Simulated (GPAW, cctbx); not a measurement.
# How far are the atoms of (AlAs)1(ZnSe)1 from free atoms?

Question: by how much does bonding change the X-ray structure factors of (AlAs)1(ZnSe)1, how firmly does DFT give the change, and what does a routine refinement make of it?

The cell is a (AlAs)1(ZnSe)1 superlattice along [001] of the zinc-blende type, started at the mean lattice constant and relaxed freely, with no substrate. All numbers below are calculated.

### 1. Relax the structure

The density hangs on the geometry, so cell and atoms are relaxed first, with the symmetry held. The cutoff is set higher than for the density because stress converges slowly with plane waves.

Settings: GPAW 26.7.0, PBE, 570 eV, 6×6×4 k-points (along the axes of the calculation cell), Fermi–Dirac width 0.1 eV, BFGS to 0.03 eV/Å.

```text
cell
1.0
     4.055257390    0.000000000    0.000000000
     0.000000000    4.055257390    0.000000000
     0.000000000    0.000000000    5.735000000
Al As Zn Se
1 1 1 1
Direct
0.000000000 0.000000000 0.000000000
0.500000000 0.000000000 0.250000000
0.500000000 0.500000000 0.500000000
0.000000000 0.500000000 0.750000000
```

```console
$ OMP_NUM_THREADS=1 mpirun -n 4 gpaw python run.py > gpaw.log
```

```text
BFGS:    0      -15.239593        0.950324
BFGS:    1      -15.262789        0.800586
BFGS:    2      -15.320352        0.171678
BFGS:    3      -15.321796        0.141139
BFGS:    4      -15.324787        0.073277
BFGS:    5      -15.324886        0.069005
BFGS:    6      -15.325568        0.026997
cell  4.0559 4.0742 5.7231  90.00 90.00 90.00
volume 94.569 A^3, largest force 0.027 eV/A, largest stress 0.14 GPa
```

After 6 steps the volume has changed by +0.3 % and the energy by -0.086 eV; the largest stress left is 0.14 GPa. It took 2.8 min on 4 cores of Arm Neoverse N1 (shared host), peak memory 1 GiB.

Relaxed structure: Pmm2 (no. 25), a = 4.0559 Å, b = 4.0742 Å, c = 5.7231 Å, α = 90.00°, β = 90.00°, γ = 90.00°.

```csv
atom,mult.,x,y,z
Se1,1,0,1/2,0.7555
As1,1,1/2,0,0.2506
Zn1,1,1/2,1/2,0.4810
Al1,1,0,0,0.0130
```

### 2. The all-electron density

X-rays see the whole electron density, so the PAW density is rebuilt with its core regions. Subtracting spherical free atoms from the same code cancels the cores and leaves the deformation density Δρ, the part due to bonding.

Settings: PBE, 450 eV, 6×6×5 k-points (along the axes of the calculation cell), Fermi–Dirac width 0.1 eV; primitive cell of 4 atoms.

```console
$ OMP_NUM_THREADS=1 mpirun -n 4 gpaw python run.py > gpaw.log
```

```text
|iter:   1|       0s |  -15.796933 | +0.25 |       |
|iter:   2|       1s |  -15.690254 | -1.79 | -1.06 |
|iter:   3|       3s |  -15.316466 | -1.34 | -1.10 |
...
|iter:   8|       8s |  -15.307611c| -6.13 | -3.59 |
|iter:   9|       9s |  -15.307612c| -6.53 | -4.20c|
|iter:  10|      10s |  -15.307612c| -8.43c| -4.80c|
```

```text
grid (40, 40, 56)  electrons 110.000  moved by bonding 0.923 e
deformation density beyond 0.5 A of the nuclei: max 0.155, min -0.083 e/A^3
atom        x       y       z   Voronoi charge  moment
Se1    0.0000  0.5000  0.7555     -0.164       0.00
As2    0.5000  0.0000  0.2506     -0.276       0.00
Zn3    0.5000  0.5000  0.4811      0.229       0.00
Al4    0.0000  0.0000  0.0130      0.211       0.00
mean inner potential of superposed free atoms 13.295 V
total magnetic moment 0.000 muB
```

Deformation density in a plane through the shortest contact of the As atom at the origin, in 0.01 e/Å³ (clipped at ±99); x from -1.6 to 4.0 Å, y from 2.4 down to -2.4 Å:

```text
 -7   .   .  -4  -5  -2  -1  -1  -1  -1  -1  -1  -1  -1  -1  -1
 -7   .   .  -5  -4  -1  -1  -1  -1  -1  -1  -1  -1  -1  -1  -1
 -4  -6  -7  -3   2   2   0   0  -1  -1  -1  -1  -1  -1  -1  -1
 -1   0   4  10   9   4   2   1   0  -1  -3  -3  -2  -1  -1  -1
  0   3   8  10   7   2   3   4   2  -2  -5  -6  -6  -3  -1  -1
  0   1   2  -1   .  -3   3   9   5  -4  -5   .  -5  -5  -2  -1
 -1  -1  -3  -3   .   .   2  12   6  -7   .   .  -5  -5  -2  -1
 -1   0  -1  -4   .  -3   2   8   5  -5  -4   .  -7  -2   0   0
  0   1   2   1  -2  -3   0   3   2  -2  -4  -3   3   6   4   1
 -1   0   2   2   1  -1  -1   0   0   0   2   7  12  10   5   2
 -1  -1   0   0   0  -1  -1  -1  -1   0   2   5   6   1  -1   2
 -1  -1  -1  -1  -1  -1  -1  -1  -1  -1   0  -1  -3   .   .   1
 -1  -1  -1  -1  -1  -1  -1  -1  -1  -1  -1  -2  -4   .   .   1
```

Atoms in or within 0.15 Å of the plane: As (3.4, -2.2), As (0.0, 0.0), Zn (2.4, 0.0), Zn (-1.0, 2.2) Å. Dots mark points within about 0.45 Å of a nucleus; large values next to them are atomic features.

As gains most (-0.28 e) and Zn loses most (+0.23 e), which isn't the order of electronegativity: valence and coordination count too, and Voronoi cells cut space at the midplane whatever the atoms' sizes. Such charges fall far short of formal ones, since overlapping free atoms already put density on their neighbours. Along the shortest contact from the As atom at the map's origin, As–Zn at 2.43 Å, Δρ is +0.11 e/Å³ at the midpoint and highest, +0.12, 1.09 Å from As (points within 0.5 Å of a nucleus left out): a bond charge, the mark of covalency. At the midpoints of other shortest contacts it is +0.15 (As–Al, 2.44 Å), +0.11 (Se–Al, 2.51 Å) and +0.07 (Se–Zn, 2.56 Å) e/Å³. Point values carry grid noise of about 0.01 e/Å³. The run needed 10 iterations, 18 s.

### 3. Structure factors

The Fourier components of Δρ, added to those of the free atoms, give the static X-ray structure factors; the Mott–Bethe relation turns them into the Fourier components V of the potential that fast electrons feel.

```text
static structure factors of the conventional cell: F in electrons, V (Mott-Bethe) in volts
   h  k  l      d  |F| table  |F| free   |F| DFT   change   |V| free  |V| DFT  change %
   0  0  1  5.7231    16.018    16.023    15.962   -0.061     0.510    0.428    -16.1
   0  1  0  4.0742    17.392    17.375    17.236   -0.140     0.503    0.615     22.3
   1  0  0  4.0559    15.514    15.506    15.586    0.080     0.394    0.330    -16.2
   0  1  1  3.3191    65.187    65.227    65.537    0.311     6.106    5.950     -2.6
   1  0  1  3.3092    70.182    70.217    70.494    0.277     6.406    6.268     -2.2
   1  1  0  2.8744    20.531    20.595    20.879    0.284     1.363    1.250     -8.4
   0  0  2  2.8615    22.255    22.314    22.556    0.242     1.485    1.389     -6.5
   1  1  1  2.5686    16.511    16.437    16.421   -0.016     0.757    0.757      0.1
   0  1  2  2.3417    16.176    16.079    16.067   -0.012     0.850    0.839     -1.3
   1  0  2  2.3382    15.869    15.782    15.772   -0.010     0.782    0.785      0.4
   0  2  0  2.0371    80.891    80.735    80.536   -0.199     5.886    5.926      0.7
   1  1  2  2.0280    79.974    79.818    79.624   -0.194     5.802    5.841      0.7
   2  0  0  2.0280    80.758    80.599    80.359   -0.240     5.860    5.908      0.8
   0  2  1  1.9192    13.183    13.054    13.009   -0.045     0.565    0.572      1.3
```

The largest X-ray change is +0.31 e on 011, 0.5 % of |F|. For electrons V goes as (Z − F)/g², so a change of F counts against Z − F, which is small at low angle and wherever the atoms' terms cancel: |V| of 010 moves by +22.3 % (0.50 to 0.61 V) against -0.8 % in |F|. The last three rows still change by up to 0.24 e; the table stops while the angles are still low. The tabulated Hartree–Fock atoms differ from the free DFT atoms by up to 0.16 e, so the choice of reference atom matters too.

### 4. How cheap can the run be?

Cheaper settings are set against the first, tightest run to find what the result needs. Some rows differ from it in more than one setting, so each label gives them all, and single effects show between rows that share the rest.

| run | ΔF 011 (e) | ΔF 110 (e) | ΔF 101 (e) | q(As) (e) | moved (e) | time |
| --- | --- | --- | --- | --- | --- | --- |
| 450 eV 6×6×5 | +0.311 | +0.284 | +0.277 | -0.276 | 0.923 | 18 s |
| 250 eV 6×6×4 | +0.308 | +0.289 | +0.274 | -0.275 | 0.936 | 21 s |
| 350 eV 6×6×4 | +0.310 | +0.286 | +0.276 | -0.269 | 0.924 | 34 s |

Within 0.01 e of the base on all three: 250 eV 6×6×4 and 350 eV 6×6×4. The largest error, 0.005 e, comes with 250 eV 6×6×4. Times are from shared hosts.

### 5. What a spherical-atom refinement makes of it

Routine crystallography fits spherical atoms. To see the bias, intensities are simulated from tabulated atoms plus the DFT change ΔF, so that bonding alone can misfit (6216 reflections of the full sphere, merged to the counts below, to 0.4 Å, 1.5 % proportional noise plus counting noise, assumed isotropic U as listed, Δρ smeared by the mean U) and refined with cctbx over different ranges.

```csv
range,data,R1,GooF,U Se1 (true 0.0068),U As1 (true 0.0068),U Zn1 (true 0.0071),U Al1 (true 0.0092),largest shift (Å),"Δρ max, min (e/Å³)"
all data,1791,0.0084,0.94,0.0068,0.0068,0.0071,0.0092,0.0003,"0.33, -0.27"
"low resolution, d > 0.84",221,0.0055,1.00,0.0067,0.0066,0.0070,0.0089,0.0014,"0.11, -0.13"
"high order, d < 0.75",1490,0.0100,0.93,0.0068,0.0068,0.0071,0.0092,0.0002,"0.27, -0.23"
"occupancies free, d > 0.7",364,0.0058,0.99,0.0067,0.0067,0.0071,0.0091,0.0009,"0.13, -0.14"
```

With all data GooF is 0.94, so at this noise the bonding hardly shows; the top residual peak lies 0.51 Å from Al and 2.20 Å from As. No U is off by more than 3 s.u. at low resolution. With Se1 held at 1 and the scale free, the other occupancies refine to As1 1.000(0.001), Zn1 1.002(0.002) and Al1 1.001(0.004), within three s.u. of full.

### 6. Answer

Bonding moves 0.92 e in the primitive cell of (AlAs)1(ZnSe)1 and changes the structure factors of the conventional cell in the table above by at most 0.31 e (011, 0.5 %), and among reflections above 2 % of the strongest by up to 1.4 % (110). The shortest bond, As–Zn, has Δρ = +0.11 e/Å³ at its midpoint, a covalent bond charge. Within 0.01 e of the base on all three: 250 eV 6×6×4 and 350 eV 6×6×4. The largest error, 0.005 e, comes with 250 eV 6×6×4. With all data GooF is 0.94, so at this noise the bonding hardly shows. Limits: static density, frozen cores, no spin–orbit coupling.

[Outputs are excerpts: Python notices, other lines and further rows are left out; steps that failed or that the build refused (PBEsol, TPSS) are not shown.]

[Logs are printed without paths, hosts, clocks, repeated set-up lines and the standing remarks that a program may print on its own settings, such as how far it seeks lower states.]
